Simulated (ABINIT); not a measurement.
# CsPbI2Br (P4/mmm): G0W0 in ABINIT against the bands in the self-energy

How does the gap of CsPbI2Br (P4/mmm) converge in the bands in the self-energy?

Program: ABINIT 10.8.3. Level of theory: PBE and many-body steps on it, plane waves. Results are calculated unless marked as measured.

This is a report of a sequence of runs, with most program output left out.

## Step 1: The starting structure

The structure is tetragonal, space group P4/mmm (No. 123). Conventional cell: a = 6.375 Å, b = 6.375 Å, c = 5.962 Å, α = 90.00°, β = 90.00°, γ = 90.00°. Nearest to Cs lie 8 I at 4.36 Å and 4 Br at 4.51 Å. Nearest to Pb lie 2 Br at 2.98 Å and 4 I at 3.19 Å. I has 2 Pb at 3.19 Å and 4 Cs at 4.36 Å nearest. Br has 2 Pb at 2.98 Å and 4 Cs at 4.51 Å nearest. Farther neighbours and most contacts between anions are not listed.

The cell and positions are those that the Materials Project relaxed with its own functionals (PBE, PBE+U or r2SCAN), kept fixed. Spin-orbit coupling is left out unless a step names it.

## Step 2: Screening, 2×2×2 mesh, 328 bands, screening to 176.9 eV

This step: ABINIT 10.8.3; RPA screening on PBE, plane waves, norm-conserving pseudopotentials.

The RPA dielectric matrix is built and inverted for each q.

Contents of run.abi:

```
acell 3*1.0 Angstrom
rprim 
  6.375296000000 0.000000000000 0.000000000000
  0.000000000000 6.375296000000 0.000000000000
  0.000000000000 0.000000000000 5.962220000000
ntypat 4
znucl 55 82 53 35
natom 5
typat 1 2 3 3 4
xred 
  0.500000000000 0.500000000000 0.500000000000
  0.000000000000 0.000000000000 0.000000000000
  0.000000000000 0.500000000000 0.000000000000
  0.500000000000 0.000000000000 0.000000000000
  0.000000000000 0.000000000000 0.500000000000
pp_dirpath "pseudos"
pseudos "Cs.upf, Pb.upf, I.upf, Br.upf"
ecut 31
ngkpt 2 2 2
nshiftk 1
shiftk 0 0 0
kptopt 1
chksymbreak 0
istwfk *1
occopt 1
irdwfk 1
optdriver 3
nband 328
ecuteps 6.5
inclvkb 2
awtr 1
symchi 1
indata_prefix "in"
outdata_prefix "out"
tmpdata_prefix "tmp"
```

Run with:

```sh
> OMP_NUM_THREADS=1 mpirun -n 4 abinit run.abi > log
```

Wall time 5.3 min (4 MPI ranks of Intel Xeon 6975P-C (Granite Rapids), shared host); peak memory 4.7 GiB; 21 min of CPU time.

Numbers from this step:

| Property | Result |
| --- | --- |
| ε∞ with local fields, on this mesh, along the program's q direction | 9.988 |
| the same without local fields | 11.48 |
| plasma frequency | 15.82 eV |
| plane waves in the screening matrix | 1309 |

Local fields lower ε∞ by 13 %. On a Γ-centred mesh this coarse the value itself is usually too large, while a short band sum pulls it down.

## Step 3: 30 bands

This step: G0W0 on PBE, plane waves, norm-conserving pseudopotentials.

Changes to run.abi since step 2:

```diff
@@ -26,8 +26,17 @@
 irdwfk 1
-optdriver 3
-nband 328
+optdriver 4
+nband 30
+gwcalctyp 0
+ecutsigx 31
+symsigma 1
+nkptgw 2
+kptgw 
+  0.5000000000 0.5000000000 0.5000000000
+  0.0000000000 0.0000000000 0.0000000000
+bdgw 
+  21 24
+  21 24
 ecuteps 6.5
-inclvkb 2
-awtr 1
-symchi 1
+irdscr 1
+ppmodel 1
 indata_prefix "in"
```

Wall time 45 s (4 MPI ranks); peak memory 3.6 GiB; 3 min of CPU time.

Numbers from this step:

| Quantity | Value |
| --- | --- |
| G0W0 gap on the points computed | 1.942 eV |
| starting gap on the mesh | 1.465 eV |
| k of the valence top | 0.5, 0.5, 0.5 |
| k of the conduction bottom | 0.5, 0.5, 0.5 |
| Z at the valence top | 0.812 |
| Z at the conduction bottom | 0.824 |
| least direct G0W0 gap on the computed points | 1.942 eV |

## Step 4: 31 bands

Changes to run.abi since step 3:

```diff
@@ -27,3 +27,3 @@
 optdriver 4
-nband 30
+nband 31
 gwcalctyp 0
```

Wall time 46 s (4 MPI ranks); peak memory 3.6 GiB; 3 min of CPU time.

This step gave:

```
G0W0 gap on the points computed              : 1.959 eV
starting gap on the mesh                     : 1.465 eV
k of the valence top                         : 0.5, 0.5, 0.5
k of the conduction bottom                   : 0.5, 0.5, 0.5
Z at the valence top                         : 0.81
Z at the conduction bottom                   : 0.823
least direct G0W0 gap on the computed points : 1.959 eV
```

## Step 5: 49 bands

Changes to run.abi since step 4:

```diff
@@ -27,3 +27,3 @@
 optdriver 4
-nband 31
+nband 49
 gwcalctyp 0
```

Elapsed: 69 s, on 4 MPI ranks; peak memory 3.8 GiB; 4.6 min of CPU time.

Numbers from this step:

```yaml
g0w0_gap_on_the_points_computed: 1.961 eV
starting_gap_on_the_mesh: 1.465 eV
k_of_the_valence_top: 0.5, 0.5, 0.5
k_of_the_conduction_bottom: 0.5, 0.5, 0.5
z_at_the_valence_top: 0.8
z_at_the_conduction_bottom: 0.811
least_direct_g0w0_gap_on_the_computed_points: 1.961 eV
```

## Step 6: 99 bands

The self-energy is evaluated for the states that the input lists, and the levels follow from it, in one-shot runs by the linearised quasiparticle equation.

Changes to run.abi since step 5:

```diff
@@ -27,3 +27,3 @@
 optdriver 4
-nband 49
+nband 99
 gwcalctyp 0
```

Run time: 2.3 min. Hardware: 4 MPI ranks; peak memory 4.2 GiB; 9 min of CPU time.

Numbers from this step:

* G0W0 gap on the points computed: 2.027 eV
* starting gap on the mesh: 1.465 eV
* k of the valence top: 0.5, 0.5, 0.5
* k of the conduction bottom: 0.5, 0.5, 0.5
* least direct G0W0 gap on the computed points: 2.027 eV

The gap on the mesh goes from 1.46 eV to 2.03 eV, a correction of +0.56 eV.

## Step 7: 201 bands

Changes to run.abi since step 6:

```diff
@@ -27,3 +27,3 @@
 optdriver 4
-nband 99
+nband 201
 gwcalctyp 0
```

The job ended after 4.9 min (4 MPI ranks; peak memory 5.2 GiB).

This step gave:

- G0W0 gap on the points computed: 2.164 eV
- starting gap on the mesh: 1.465 eV
- k of the valence top: 0.5, 0.5, 0.5
- k of the conduction bottom: 0.5, 0.5, 0.5
- least direct G0W0 gap on the computed points: 2.164 eV

Against the run before, the gap moves by +0.137 eV.

## Step 8: 328 bands

Changes to run.abi since step 7:

```diff
@@ -27,3 +27,3 @@
 optdriver 4
-nband 201
+nband 328
 gwcalctyp 0
```

Elapsed: 7.4 min, on 4 MPI ranks; peak memory 6.4 GiB; 29 min of CPU time.

Numbers from this step:

```yaml
g0w0_gap_on_the_points_computed: 2.224 eV
starting_gap_on_the_mesh: 1.465 eV
k_of_the_valence_top: 0.5, 0.5, 0.5
k_of_the_conduction_bottom: 0.5, 0.5, 0.5
least_direct_g0w0_gap_on_the_computed_points: 2.224 eV
```

Against the run before, the gap moves by +0.060 eV.

## Step 9: The runs together

Times are wall times on 4 MPI ranks of Intel Xeon 6975P-C (Granite Rapids), shared host, good to a factor of about two. A run's time includes the screening step that it read.

```
      run   mesh  bands  screening cutoff (eV)  DFT gap (eV)  gap on the mesh (eV)  direct (eV)  ε∞ used     time
 30 bands  2×2×2     30                  176.9         1.465                 1.942        1.942     9.99    6 min
 31 bands  2×2×2     31                  176.9         1.465                 1.959        1.959     9.99    6 min
 49 bands  2×2×2     49                  176.9         1.465                 1.961        1.961     9.99  6.4 min
 99 bands  2×2×2     99                  176.9         1.465                 2.027        2.027     9.99  7.5 min
201 bands  2×2×2    201                  176.9         1.465                 2.164        2.164     9.99   10 min
328 bands  2×2×2    328                  176.9         1.465                 2.224        2.224     9.99   13 min
```

## Step 10: Results

```json
{
  "30 bands": "1.942 eV",
  "31 bands": "1.959 eV",
  "49 bands": "1.961 eV",
  "99 bands": "2.027 eV",
  "201 bands": "2.164 eV",
  "328 bands": "2.224 eV",
  "known limits": "not at the basis limit; exchange with frozen shells missing; no spin-orbit coupling; coarse k mesh"
}
```

In words: The setting moved: bands in the self-energy. From 30 bands to 328 bands the gap moves by +0.28 eV, for 2.1 times the time. The last step still moves it by +0.060 eV. Bands and screening cutoff are coupled, so a series along one setting does not show full convergence. Bands and cutoff are finite, so the gap is not at the basis limit. The miss can reach some tenths of an eV and take either sign; the mesh is an error of its own. In the G0W0 runs levels were corrected at 2 k points alone, so a gap called «on the mesh» is the least over those, and an edge elsewhere would be missed. The 2×2×2 mesh is coarse for this cell, which bears on the long-range parts of exchange and screening. Where an edge is built on 6p states of lead, bismuth or thallium, scalar-relativistic gaps usually stand too wide, by a few tenths to over one eV. The norm-conserving file of at least one element keeps a d shell over frozen s and p shells of the same row. Exchange with those shells is missing from the self-energy, an error of 0.3 to 0.9 eV in cases checked, whose sign depends on which edge lies on those atoms. The many-body steps are scalar-relativistic: spin-orbit coupling is not in them.

[Paths, hosts, dates, memory and timing lines, banners, echoed tables and standing remarks are left out of the program output.]

[Logs are printed without paths, hosts, clocks, repeated set-up lines and the standing remarks that a program may print on its own settings, such as how far it seeks lower states.]

[Runs of the session that timed out or met a known fault of the program may be left out.]

[Hosts, paths, dates, database ids (printed as entryN), source tags and the programs' standing remarks are cut or masked in the printed files.]

[G0W0 gaps are taken among the corrected bands and points alone; a level outside them can change the order at an edge.]

[Where Ansatz stands beside ABINIT at settings called matched, ABINIT's density can come from a denser mesh and the files from another edition; pairs whose starting gaps differed by over 0.03 eV were left out, so agreement reads better than it is.]
